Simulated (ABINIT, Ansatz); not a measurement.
Entries from a set of simulations; values are calculated unless marked as measured.

**InF3 (R-3c): G0W0 with ABINIT, start to end**

It takes space group R-3c (No. 167, trigonal). Conventional cell: a = 5.204 Å, b = 5.204 Å, c = 14.723 Å, α = 90.00°, β = 90.00°, γ = 120.00°. In has 6 F at 2.08 Å nearest. Nearest to F lie 2 In at 2.08 Å. Farther neighbours, and contacts between anions beyond the nearest, are not listed.

```yaml
method: RPA screening on LDA, plane waves, norm-conserving pseudopotentials (and 2 further levels or steps)
program: ABINIT 10.8.3
settings: cutoff 36 Ha, PseudoDojo scalar-relativistic 0.4.1 stringent, norm-conserving, ngkpt (2, 2, 2), nband 98, ecuteps 3.6 Ha, inclvkb 2, shiftk (0, 0, 0), symchi 1, awtr 1, frequency ppm, 2×2×2 k-mesh
cost: 5 runs, 5.2 min in all on 4 MPI ranks of Arm Neoverse V2, shared host
notes: The cell and positions are those that the Materials Project relaxed with its own functionals (PBE, PBE+U or r2SCAN), kept fixed. Limits: no spin-orbit coupling. The 2×2×2 mesh is coarse for this cell, which bears on the long-range parts of exchange and screening.
lda_gap: 4.01 eV, indirect (only 32 meV under the direct gap)
g0w0_gap_on_the_mesh: 7.87 eV
gw_settings: 2×2×2 mesh, 98 bands, screening to 98 eV, Godby-Needs plasmon pole
known_limits: short of the basis limit; no spin-orbit coupling; coarse k mesh
```

G0W0 moves the gap on the mesh from 4.01 eV to 7.87 eV (+3.86 eV), with Z of 0.80 and 0.87 at the edges. Local fields lower the RPA ε∞ on this mesh from 2.49 to 2.40; a Γ-centred mesh this coarse tends to raise both, most where the direct gap is narrow, while a short band sum lowers them.

[Long decimals in the printed logs are rounded to 6 places.]

[Logs are printed without paths, hosts, clocks, repeated set-up lines and the standing remarks that a program may print on its own settings, such as how far it seeks lower states.]

[Paths, hosts, dates, memory and timing lines, banners, echoed tables and standing remarks are left out of the program output; an Ansatz launch command may be rebuilt from the run's recorded settings. Measured values are a selection of at most five: reports struck by readers or far from the other reports are left out. None is set beside runs whose start may be inverted or whose files or cutoffs have a known fault.]

[Runs of the session that timed out or met a known fault of the program may be left out.]

[Hosts, paths, dates, database ids (printed as entryN), source tags and the programs' standing remarks are cut or masked in the printed files.]

[G0W0 gaps are taken among the corrected bands and points alone; a level outside them can change the order at an edge.]

[Where Ansatz stands beside ABINIT at settings called matched, ABINIT's density can come from a denser mesh and the files from another edition; pairs whose starting gaps differed by over 0.03 eV were left out, so agreement reads better than it is.]
